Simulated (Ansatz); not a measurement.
# The perfect Nb wire along [111], 7 atoms a period

What gap, if any, does the Nb wire along [111], 7 atoms a period have, and how many channels would it open?

Method: DFT PBE, plane waves, PAW; relaxation of a wire's period; PAW set soft_1, in the first sound run; inputs show where later runs differ, in Ansatz 0.2.0.

**1. The structure**

The cell holds 7 atoms: 7 Nb. Cell: a = 11.481 Å, b = 12.205 Å, c = 2.867 Å, α = 90.0°, β = 90.0°, γ = 90.0°. Vacuum lies along a and b. The structure's axis is c.

**2. Relaxing the period**

Band widths follow the bond lengths, so the wire is relaxed first. The atoms and the third cell vector are free; the box across stays fixed as vacuum. A Fermi-Dirac smearing is set since the result may be a metal. The pressure printed is a third of the stress's trace over the whole box, vacuum included; only the stress along the axis is relaxed.

Input file input.yaml:

```yaml
crystal:
  lattice:
    - [11.481, 0.0, 0.0]
    - [0.0, 12.205, 0.0]
    - [0.0, 0.0, 2.8665440865]
  atoms:
    - { symbol: Nb, position: [0.500002042, 0.500008495, 0.0] }
    - { symbol: Nb, position: [0.296141451, 0.389291425, 0.333333333] }
    - { symbol: Nb, position: [0.500002042, 0.721442635, 0.333333333] }
    - { symbol: Nb, position: [0.703862633, 0.389291425, 0.333333333] }
    - { symbol: Nb, position: [0.296141451, 0.610725565, 0.666666667] }
    - { symbol: Nb, position: [0.500002042, 0.278574355, 0.666666667] }
    - { symbol: Nb, position: [0.703862633, 0.610725565, 0.666666667] }
kpoints:
  mp_grid: { grid: [1, 1, 28] }
scf:
  occupations: { method: fermi_dirac, width: 0.05 }
hamiltonian:
  xc: pbe
  pseudopotentials: { kind: paw, azcp: { folder: soft_1 } }
relax:
  cell: { fix: [a, b, alpha, beta, gamma] }
  max_steps: 45
  f_tol: 0.03
```

Command:

```sh
$ ansatz run input.yaml --threads 4 --pin off --max-ram 16384MiB --backend cpu --events-out ev --progress --plain --runs-dir out
```

Numbers of over 12 decimals in the logs are rounded to 6 here.

Log:

```text
Engine: ansatz 0.2.0, aarch64-unknown-linux-gnu
Pseudopotentials: kind: paw
Pseudopotential: Nb, paw, valence charge 13, recommended cutoff 420 eV (normal), soft_1/Nb.paw.azcp
Functional definition: PBE
  parameter kappa = 0.804
  parameter beta = 0.066725
  exchange = pbe_x(kappa = kappa, mu = beta*pi^2/3)
  correlation = pbe_c(beta = beta)
Crystal: 7 atoms, lattice volume = 401.676 Å³
Basis set: ecut = 420 eV, 7835 PW (Γ), exchange–correlation on 160×180×40 points (8 copies of the dense FFT grid, shifted against one another)
Bands: 55, of which v1, the nominal top of the filled ones, is band 46 counted from 1 (45 counted from 0)
Symmetry: 4 space group operations
Space group: P2/m (ITA 10), of the structure as read, at distance tolerance 7.4e-5 Å
k-points: 15 of 28
Non-local potential: Nb, projectors of the file, l = 0: 3, l = 1: 2, l = 2: 2, l = 3: 1
PAW form: soft (Blöchl's): semilocal exchange-correlation on the pseudo side does not see the compensation charge
PAW one-centre angular grid: Nb, 590 points (default); XC on 64 Gauss nodes
Initial density: superposition of atomic densities (neutral atoms: chi_scale 0, normalization atom)
Initial wavefunctions: pseudopotential atomic-orbital guess
Functional: x = pbe(κ = 0.804, μ = 0.219515), c = pbe(β = 0.066725)
SCF iter   1: F=—  HF=-31864.350045 eV  |F-HF|=—  |Δ(HF+E_count)|=         —  Δρ=5.24e-2  dr2=5.45e1  ethr=3.10e-3  ⟨swp⟩=11.3  Hψ=3864  notcnv=0
preconditioner: auto → LDOS  [metal: Δε(μ)=0.013 eV  Ē_g=3.318 eV  σ=0.050 eV  W_gap=0.06  n_scr=46 (ndim 8)  ℏωp=11.0 eV  f_vac=0.478  D(μ)=10.05/eV (n_scr^D=46)  β→1.0]
SCF iter   2: F=—  HF=-31860.310500 eV  |F-HF|=—  |Δ(HF+E_count)|=    4.04e0  Δρ=4.73e-2  dr2=5.32e1  ethr=3.10e-3  ⟨swp⟩=6.0  Hψ=2342  notcnv=0  defer=4
SCF iter   3: F=—  HF=-31856.014110 eV  |F-HF|=—  |Δ(HF+E_count)|=    4.30e0  Δρ=9.40e-3  dr2=2.50e0  ethr=3.10e-3  ⟨swp⟩=3.9  Hψ=2116  notcnv=0  defer=1
SCF iter   4: F=—  HF=-31855.759988 eV  |F-HF|=—  |Δ(HF+E_count)|=   2.54e-1  Δρ=3.04e-3  dr2=1.65e-1  ethr=2.75e-3  ⟨swp⟩=2.2  Hψ=1062  notcnv=0  defer=1
SCF iter   5: F=—  HF=-31855.762734 eV  |F-HF|=—  |Δ(HF+E_count)|=   2.75e-3  Δρ=1.33e-3  dr2=2.46e-2  ethr=1.81e-4  ⟨swp⟩=3.0  Hψ=1309  notcnv=0  defer=2
SCF iter   6: F=—  HF=-31855.762511 eV  |F-HF|=—  |Δ(HF+E_count)|=   2.24e-4  Δρ=6.44e-4  dr2=3.62e-3  ethr=2.70e-5  ⟨swp⟩=2.0  Hψ=1164  notcnv=0  defer=3
SCF iter   7: F=—  HF=-31855.762221 eV  |F-HF|=—  |Δ(HF+E_count)|=   2.90e-4  Δρ=1.67e-4  dr2=4.57e-4  ethr=3.98e-6  ⟨swp⟩=2.3  Hψ=1247  notcnv=0  defer=3
SCF iter   8: F=—  HF=-31855.762272 eV  |F-HF|=—  |Δ(HF+E_count)|=   5.15e-5  Δρ=6.38e-5  dr2=8.96e-5  ethr=5.02e-7  ⟨swp⟩=2.0  Hψ=1074  notcnv=0  defer=3
SCF iter   9: F=—  HF=-31855.762371 eV  |F-HF|=—  |Δ(HF+E_count)|=   9.88e-5  Δρ=1.50e-5  dr2=2.80e-6  ethr=9.84e-8  ⟨swp⟩=2.0  Hψ=1090  notcnv=0  defer=3
SCF iter  10: F=—  HF=-31855.762373 eV  |F-HF|=—  |Δ(HF+E_count)|=   1.71e-6  Δρ=7.20e-6  dr2=6.23e-7  ethr=3.08e-9  ⟨swp⟩=3.2  Hψ=1499  notcnv=0  defer=3
SCF iter  11: F=-31855.762373 eV  HF=-31855.762373 eV  |F-HF|=3.22e-8  |Δ(HF+E_count)|=   6.58e-8  Δρ=2.82e-6  dr2=5.87e-8  ethr=1.10e-10  ⟨swp⟩=3.9  Hψ=3348  notcnv=0
SCF 1 converged in 11 iterations: F = -31855.762373 eV  dr2 = 5.87e-8
  greatest PAW one-centre occupation: 0.998 electrons in one spin orbital (limit 2), on the Nb atom at site 0 (counted from 0), in its partial waves of l = 0
relax step   1: F+E_penalty+E_count = -31855.76237291 eV  Δ(F+E_penalty+E_count) = +0.000e0 eV  max|allowed force component| = 1.497e0 eV/Å  Δτ_max = 0.0000 Å  P = -5.697 GPa  Ω = 401.676 Å³  fix = [a, b, alpha, beta, gamma]  reactions: a -5.011, b -4.958 GPa; alpha +0.015 GPa/rad  (11 SCF iters, dr2 threshold 1.00e-7 eV, accepted)
Crystal: 7 atoms, lattice volume = 384.491 Å³
Basis set: ecut = 420 eV, 7575 PW (Γ), exchange–correlation on 160×180×40 points (8 copies of the dense FFT grid, shifted against one another)
Initial density: handed on by an earlier stage of this run
Initial wavefunctions: those handed on with the density
SCF iter   1: F=—  HF=-31857.298431 eV  |F-HF|=—  |Δ(HF+E_count)|=         —  Δρ=2.06e-2  dr2=6.99e0  ethr=3.10e-3  ⟨swp⟩=12.0  Hψ=3841  notcnv=0
preconditioner: auto → LDOS  [metal: Δε(μ)=0.008 eV  Ē_g=3.156 eV  σ=0.050 eV  W_gap=0.04  n_scr=50 (ndim 8)  ℏωp=11.2 eV  f_vac=0.532  D(μ)=11.03/eV (n_scr^D=60)  β→1.0]
SCF iter   2: F=—  HF=-31857.924690 eV  |F-HF|=—  |Δ(HF+E_count)|=   6.26e-1  Δρ=2.45e-2  dr2=1.48e1  ethr=3.10e-3  ⟨swp⟩=4.3  Hψ=1882  notcnv=0  defer=4
SCF iter   3: F=—  HF=-31856.709192 eV  |F-HF|=—  |Δ(HF+E_count)|=    1.22e0  Δρ=5.36e-3  dr2=4.24e-1  ethr=3.10e-3  ⟨swp⟩=3.0  Hψ=1356  notcnv=0  defer=5
SCF iter   4: F=—  HF=-31856.683122 eV  |F-HF|=—  |Δ(HF+E_count)|=   2.61e-2  Δρ=1.38e-3  dr2=9.83e-3  ethr=4.66e-4  ⟨swp⟩=2.5  Hψ=1244  notcnv=0  defer=5
SCF iter   5: F=—  HF=-31856.681205 eV  |F-HF|=—  |Δ(HF+E_count)|=   1.92e-3  Δρ=4.33e-4  dr2=1.26e-3  ethr=1.08e-5  ⟨swp⟩=3.1  Hψ=1635  notcnv=0  defer=5
SCF iter   6: F=—  HF=-31856.681496 eV  |F-HF|=—  |Δ(HF+E_count)|=   2.91e-4  Δρ=1.77e-4  dr2=2.56e-4  ethr=1.38e-6  ⟨swp⟩=3.0  Hψ=1753  notcnv=0  defer=5
SCF iter   7: F=—  HF=-31856.681632 eV  |F-HF|=—  |Δ(HF+E_count)|=   1.36e-4  Δρ=5.23e-5  dr2=1.02e-5  ethr=2.82e-7  ⟨swp⟩=2.3  Hψ=1249  notcnv=0  defer=5
SCF iter   8: F=—  HF=-31856.681644 eV  |F-HF|=—  |Δ(HF+E_count)|=   1.22e-5  Δρ=1.77e-5  dr2=2.95e-6  ethr=1.12e-8  ⟨swp⟩=2.4  Hψ=1479  notcnv=0  defer=5
SCF iter   9: F=-31856.681644 eV  HF=-31856.681644 eV  |F-HF|=3.37e-7  |Δ(HF+E_count)|=   3.52e-8  Δρ=5.21e-6  dr2=6.02e-7  ethr=7.69e-10  ⟨swp⟩=3.5  Hψ=3323  notcnv=0
SCF 2 converged in 9 iterations: F = -31856.681644 eV  dr2 = 6.02e-7
relax step   2: F+E_penalty+E_count = -31856.68164353 eV  Δ(F+E_penalty+E_count) = -9.193e-1 eV  max|allowed force component| = 7.824e-1 eV/Å  Δτ_max = 0.1950 Å  P = +1.883 GPa  Ω = 384.491 Å³  energy of the carried Pulay correction = +6.979e-4 eV  fix = [a, b, alpha, beta, gamma]  reactions: a +2.314, b +2.402 GPa; alpha +0.013 GPa/rad  (9 SCF iters, dr2 threshold 7.00e-7 eV, accepted)
Crystal: 7 atoms, lattice volume = 384.658 Å³
iter 1 solved again at ethr=1.23e-3 eV; its pass at ethr=3.10e-3 eV (dr2=1.12e0 eV) is discarded
SCF iter   1: F=—  HF=-31856.921942 eV  |F-HF|=—  |Δ(HF+E_count)|=         —  Δρ=7.97e-3  dr2=1.07e0  ethr=1.23e-3  ⟨swp⟩=1.1  Hψ=3739  notcnv=0
preconditioner: auto → LDOS  [metal: Δε(μ)=0.025 eV  Ē_g=2.787 eV  σ=0.050 eV  W_gap=0.12  n_scr=50 (ndim 8)  ℏωp=11.2 eV  f_vac=0.515  D(μ)=10.27/eV (n_scr^D=52)  β→1.0]
SCF iter   2: F=—  HF=-31856.990450 eV  |F-HF|=—  |Δ(HF+E_count)|=   6.85e-2  Δρ=9.05e-3  dr2=1.89e0  ethr=1.18e-3  ⟨swp⟩=3.9  Hψ=1706  notcnv=0  defer=3
SCF iter   3: F=—  HF=-31856.830177 eV  |F-HF|=—  |Δ(HF+E_count)|=   1.60e-1  Δρ=1.25e-3  dr2=1.71e-2  ethr=1.18e-3  ⟨swp⟩=3.0  Hψ=1366  notcnv=0  defer=4
SCF iter   4: F=—  HF=-31856.829499 eV  |F-HF|=—  |Δ(HF+E_count)|=   6.78e-4  Δρ=4.36e-4  dr2=1.49e-3  ethr=1.88e-5  ⟨swp⟩=2.0  Hψ=1258  notcnv=0  defer=4
SCF iter   5: F=—  HF=-31856.829357 eV  |F-HF|=—  |Δ(HF+E_count)|=   1.41e-4  Δρ=1.10e-4  dr2=1.47e-4  ethr=1.64e-6  ⟨swp⟩=2.1  Hψ=1142  notcnv=0  defer=4
SCF iter   6: F=—  HF=-31856.829465 eV  |F-HF|=—  |Δ(HF+E_count)|=   1.08e-4  Δρ=3.80e-5  dr2=8.20e-6  ethr=1.61e-7  ⟨swp⟩=2.2  Hψ=1240  notcnv=0  defer=4
SCF iter   7: F=—  HF=-31856.829471 eV  |F-HF|=—  |Δ(HF+E_count)|=   6.15e-6  Δρ=1.12e-5  dr2=1.82e-6  ethr=9.01e-9  ⟨swp⟩=2.5  Hψ=1319  notcnv=0  defer=4
SCF iter   8: F=-31856.829471 eV  HF=-31856.829472 eV  |F-HF|=8.87e-8  |Δ(HF+E_count)|=   2.26e-7  Δρ=4.36e-6  dr2=2.14e-7  ethr=7.69e-10  ⟨swp⟩=5.3  Hψ=3079  notcnv=0
SCF 3 converged in 8 iterations: F = -31856.829471 eV  dr2 = 2.14e-7
relax step   3: F+E_penalty+E_count = -31856.82947147 eV  Δ(F+E_penalty+E_count) = -1.478e-1 eV  max|allowed force component| = 8.064e-2 eV/Å  Δτ_max = 0.0748 Å  P = -0.597 GPa  Ω = 384.658 Å³  energy of the carried Pulay correction = +6.910e-4 eV  fix = [a, b, alpha, beta, gamma]  reactions: a -0.378, b -0.338 GPa; alpha -0.009 GPa/rad  (8 SCF iters, dr2 threshold 7.00e-7 eV, accepted)
Crystal: 7 atoms, lattice volume = 382.587 Å³
Basis set: ecut = 420 eV, 7535 PW (Γ), exchange–correlation on 160×180×40 points (8 copies of the dense FFT grid, shifted against one another)
iter 1 solved again at ethr=5.00e-6 eV; its pass at ethr=3.10e-3 eV (dr2=4.55e-3 eV) is discarded
SCF iter   1: F=—  HF=-31856.844225 eV  |F-HF|=—  |Δ(HF+E_count)|=         —  Δρ=9.00e-4  dr2=5.26e-3  ethr=5.00e-6  ⟨swp⟩=3.0  Hψ=4172  notcnv=0
preconditioner: auto → LDOS  [metal: Δε(μ)=0.024 eV  Ē_g=2.861 eV  σ=0.050 eV  W_gap=0.12  n_scr=50 (ndim 8)  ℏωp=11.2 eV  f_vac=0.517  D(μ)=10.65/eV (n_scr^D=52)  β→1.0]
SCF iter   2: F=—  HF=-31856.843942 eV  |F-HF|=—  |Δ(HF+E_count)|=   2.83e-4  Δρ=6.28e-4  dr2=5.01e-3  ethr=5.00e-6  ⟨swp⟩=2.0  Hψ=1418  notcnv=0
SCF iter   3: F=—  HF=-31856.843428 eV  |F-HF|=—  |Δ(HF+E_count)|=   5.14e-4  Δρ=1.83e-4  dr2=6.82e-4  ethr=5.00e-6  ⟨swp⟩=2.0  Hψ=1090  notcnv=0
SCF iter   4: F=—  HF=-31856.843476 eV  |F-HF|=—  |Δ(HF+E_count)|=   4.86e-5  Δρ=4.48e-5  dr2=1.41e-5  ethr=7.50e-7  ⟨swp⟩=2.2  Hψ=1071  notcnv=0
SCF iter   5: F=—  HF=-31856.843474 eV  |F-HF|=—  |Δ(HF+E_count)|=   2.49e-6  Δρ=1.61e-5  dr2=4.89e-6  ethr=1.55e-8  ⟨swp⟩=2.9  Hψ=1633  notcnv=0
SCF iter   6: F=-31856.843474 eV  HF=-31856.843474 eV  |F-HF|=1.46e-7  |Δ(HF+E_count)|=   3.21e-7  Δρ=6.02e-6  dr2=2.72e-7  ethr=7.69e-10  ⟨swp⟩=3.9  Hψ=3346  notcnv=0
SCF 4 converged in 6 iterations: F = -31856.843474 eV  dr2 = 2.72e-7
relax step   4: F+E_penalty+E_count = -31856.84347403 eV  Δ(F+E_penalty+E_count) = -1.400e-2 eV  max|allowed force component| = 4.436e-2 eV/Å  Δτ_max = 0.0107 Å  P = -0.266 GPa  Ω = 382.587 Å³  energy of the carried Pulay correction = +7.771e-4 eV  fix = [a, b, alpha, beta, gamma]  reactions: a -0.155, b -0.072 GPa; alpha +0.016 GPa/rad  (6 SCF iters, dr2 threshold 7.00e-7 eV, accepted)
Crystal: 7 atoms, lattice volume = 379.483 Å³
Basis set: ecut = 420 eV, 7443 PW (Γ), exchange–correlation on 160×180×40 points (8 copies of the dense FFT grid, shifted against one another)
iter 1 solved again at ethr=1.21e-5 eV; its pass at ethr=3.10e-3 eV (dr2=1.10e-2 eV) is discarded
SCF iter   1: F=—  HF=-31856.853111 eV  |F-HF|=—  |Δ(HF+E_count)|=         —  Δρ=1.44e-3  dr2=1.06e-2  ethr=1.21e-5  ⟨swp⟩=2.0  Hψ=4512  notcnv=0
preconditioner: auto → LDOS  [metal: Δε(μ)=0.032 eV  Ē_g=2.872 eV  σ=0.050 eV  W_gap=0.16  n_scr=50 (ndim 8)  ℏωp=11.3 eV  f_vac=0.515  D(μ)=10.33/eV (n_scr^D=52)  β→1.0]
SCF iter   2: F=—  HF=-31856.852023 eV  |F-HF|=—  |Δ(HF+E_count)|=   1.09e-3  Δρ=8.58e-4  dr2=8.98e-3  ethr=1.17e-5  ⟨swp⟩=2.0  Hψ=1423  notcnv=0
SCF iter   3: F=—  HF=-31856.851078 eV  |F-HF|=—  |Δ(HF+E_count)|=   9.44e-4  Δρ=2.44e-4  dr2=9.70e-4  ethr=9.87e-6  ⟨swp⟩=2.0  Hψ=1078  notcnv=0
SCF iter   4: F=—  HF=-31856.851019 eV  |F-HF|=—  |Δ(HF+E_count)|=   5.93e-5  Δρ=8.24e-5  dr2=5.36e-5  ethr=1.07e-6  ⟨swp⟩=2.1  Hψ=1075  notcnv=0
SCF iter   5: F=—  HF=-31856.851102 eV  |F-HF|=—  |Δ(HF+E_count)|=   8.33e-5  Δρ=2.36e-5  dr2=6.68e-6  ethr=5.89e-8  ⟨swp⟩=3.3  Hψ=1512  notcnv=0
SCF iter   6: F=—  HF=-31856.851103 eV  |F-HF|=—  |Δ(HF+E_count)|=   1.00e-6  Δρ=1.51e-5  dr2=2.11e-6  ethr=7.34e-9  ⟨swp⟩=2.1  Hψ=1206  notcnv=0
SCF iter   7: F=-31856.851103 eV  HF=-31856.851103 eV  |F-HF|=2.06e-7  |Δ(HF+E_count)|=   2.44e-7  Δρ=3.73e-6  dr2=3.13e-7  ethr=7.69e-10  ⟨swp⟩=5.0  Hψ=3084  notcnv=0
SCF 5 converged in 7 iterations: F = -31856.851103 eV  dr2 = 3.13e-7
relax step   5: F+E_penalty+E_count = -31856.85110280 eV  Δ(F+E_penalty+E_count) = -7.629e-3 eV  max|allowed force component| = 8.391e-3 eV/Å  Δτ_max = 0.0192 Å  P = -0.077 GPa  Ω = 379.483 Å³  energy of the carried Pulay correction = +9.071e-4 eV  fix = [a, b, alpha, beta, gamma]  reactions: a -0.122, b -0.090 GPa; alpha -0.008 GPa/rad  (7 SCF iters, dr2 threshold 7.00e-7 eV, accepted)
Initial wavefunctions: pseudopotential atomic-orbital guess (no wavefunctions were taken with the density)
iter 1 solved again at ethr=1.16e-6 eV; its pass at ethr=3.10e-3 eV (dr2=1.05e-3 eV) is discarded
SCF iter   1: F=—  HF=-31856.850251 eV  |F-HF|=—  |Δ(HF+E_count)|=         —  Δρ=4.70e-5  dr2=1.29e-6  ethr=1.16e-6  ⟨swp⟩=4.0  Hψ=5960  notcnv=0
eigensolver tolerance schedule: the retry pair's looser diagonalisation over-reported the residual by 815.29 of it (diagonalisation noise at 0.44 of the residual, at the tolerance the schedule requests for it); recorded, not acted on — ethr = c·dr2/N_el stays at c = 1.0e-1
preconditioner: auto → LDOS  [metal: Δε(μ)=0.028 eV  Ē_g=2.872 eV  σ=0.050 eV  W_gap=0.14  n_scr=50 (ndim 8)  ℏωp=11.3 eV  f_vac=0.515  D(μ)=10.49/eV (n_scr^D=52)  β→1.0]
SCF iter   2: F=—  HF=-31856.850338 eV  |F-HF|=—  |Δ(HF+E_count)|=   8.69e-5  Δρ=6.86e-6  dr2=2.63e-7  ethr=1.42e-9  ⟨swp⟩=3.3  Hψ=1899  notcnv=0
SCF iter   3: F=—  HF=-31856.850338 eV  |F-HF|=—  |Δ(HF+E_count)|=   1.45e-8  Δρ=3.89e-6  dr2=2.23e-7  ethr=2.89e-10  ⟨swp⟩=2.0  Hψ=1442  notcnv=0
SCF iter   4: F=—  HF=-31856.850338 eV  |F-HF|=—  |Δ(HF+E_count)|=   1.94e-8  Δρ=1.55e-6  dr2=1.18e-8  ethr=2.45e-10  ⟨swp⟩=2.1  Hψ=1036  notcnv=0
SCF iter   5: F=—  HF=-31856.850338 eV  |F-HF|=—  |Δ(HF+E_count)|=   3.12e-9  Δρ=4.48e-7  dr2=3.36e-9  ethr=1.29e-11  ⟨swp⟩=3.0  Hψ=1783  notcnv=0
SCF iter   6: F=—  HF=-31856.850338 eV  |F-HF|=—  |Δ(HF+E_count)|=  2.18e-10  Δρ=1.50e-7  dr2=1.91e-10  ethr=3.69e-12  ⟨swp⟩=2.0  Hψ=1054  notcnv=0
SCF iter   7: F=-31856.850338 eV  HF=-31856.850338 eV  |F-HF|=5.46e-11  |Δ(HF+E_count)|=  3.64e-12  Δρ=5.69e-8  dr2=3.95e-11  ethr=1.00e-12  ⟨swp⟩=5.3  Hψ=3139  notcnv=0
SCF 6 converged in 7 iterations: F = -31856.850338 eV  dr2 = 3.95e-11
relax step   6: F+E_penalty+E_count = -31856.85033790 eV  Δ(F+E_penalty+E_count) = +7.649e-4 eV  max|allowed force component| = 8.641e-3 eV/Å  Δτ_max = 0.0000 Å  P = -0.076 GPa  Ω = 379.483 Å³  fix = [a, b, alpha, beta, gamma]  reactions: a -0.120, b -0.089 GPa; alpha -0.008 GPa/rad  stress off target by 2.08e-2 GPa on what of the cell is left free  SCF on the basis re-selected at this cell (its energy is not comparable with the rows above)  (7 SCF iters)
basis re-selected at this cell: Δ(F+E_penalty+E_count) = +7.649e-4 eV, ΔP = +0.001 GPa vs the last step (what re-selecting the basis moved, of the pressure what is left beyond the Pulay correction that the steps carried, after the strain that the cell walked since its last selection, with what the two solves' SCF thresholds leave and, on support functions, any second-order correction that the steps lacked; it is no m [...]
SCF converged after 7 iterations
Free energy (F): -31856.850338 eV
Harris-Foulkes:  -31856.850338 eV  (|F-HF|=5.46e-11)
Internal energy: -31856.764363 eV  (E = F + TS)
E sigma→0 (E₀):  -31856.807350 eV
Entropy (-TS):   -0.085975 eV (-12.282 meV/atom)
Fermi energy:    3.797152 eV
--- Per-component energies (eV) ---
  E_band       = -1781.426124
  E_kinetic    = 2611.912777
  E_local      = -30491.488168  (includes V_loc(G=0)·N_el)
  E_nonlocal   = 677.962490
  E_hartree    = 13822.347736
  E_xc         = -1152.786996
  E_vxc        = -1394.609733  (∫ρ·V_xc dr)
  E_paw        = -21579.262395  (= ΣΔE_a)
  E_vpaw       = -829.898471  (= ΣTr[D̂ρ^β])
  E_aug_tail   = 0.000313  (compensation charges beyond the density's cutoff)
  E_ewald      = 4254.549879
  E_smearing   = -0.085975  (= −TS)
  E_closure    = -0.000000  (closes the sum)
  Σ components = -31856.850338   (vs F -31856.850338, Δ=0.00e0)
--- Forces (eV/Å), atoms counted from 1 ---
  atom   1  Nb     0.00000000     0.00000000     0.00000000
  atom   2  Nb    -0.00864089    -0.00127953    -0.00104260
  atom   3  Nb     0.00000000    -0.00168515     0.00374265
  atom   4  Nb     0.00864089    -0.00127953    -0.00104260
  atom   5  Nb    -0.00864089     0.00127953     0.00104260
  atom   6  Nb    -0.00000000     0.00168515    -0.00374265
  atom   7  Nb     0.00864089     0.00127953     0.00104260
  max |Σ_I F_I| component: 4.34e-19 eV/Å
--- Stress (GPa, compression-positive) ---
       -0.119782       0.000000      -0.000000
        0.000000      -0.088851       0.008474
       -0.000000       0.008474      -0.020779
  P = ⅓ Tr σ = -0.0765 GPa (-0.765 kbar)
--- Relaxed structure (5 steps of the walk, 5 accepted, 1 SCFs on fresh bases) ---
  F+E_penalty+E_count = -31856.85033790 eV   max|allowed force component| = 8.641e-3 eV/Å   (the final SCF, on the basis selected at the relaxed cell)
  cell:  # Å, volume = 379.4832 Å³
    - [11.481, 0.0, 0.0]
    - [0.0, 12.205, 0]
    - [0.0, 0, 2.708165]
  atoms:
    - { symbol: Nb, position: [0.500002042, 0.500008495, 1.729034209467465e-19] }
    - { symbol: Nb, position: [0.304816, 0.393987, 0.325031] }
    - { symbol: Nb, position: [0.500002042, 0.712157, 0.323356] }
    - { symbol: Nb, position: [0.695188, 0.393987, 0.325031] }
    - { symbol: Nb, position: [0.304816, 0.606030, 0.674969] }
    - { symbol: Nb, position: [0.500002042, 0.287860, 0.676644] }
    - { symbol: Nb, position: [0.695188, 0.606030, 0.674969] }
```

Elapsed: 37 s, on 4 threads of Arm Neoverse V1, shared host; peak memory 0.93 GiB.

(Continued in part 2 of 2.)

[Logs are printed without paths, hosts, clocks, repeated set-up lines and the standing remarks that a program may print on its own settings, such as how far it seeks lower states.]

[Hosts, paths, dates, database ids (printed as entryN), source tags and the programs' standing remarks are cut or masked in the printed files.]
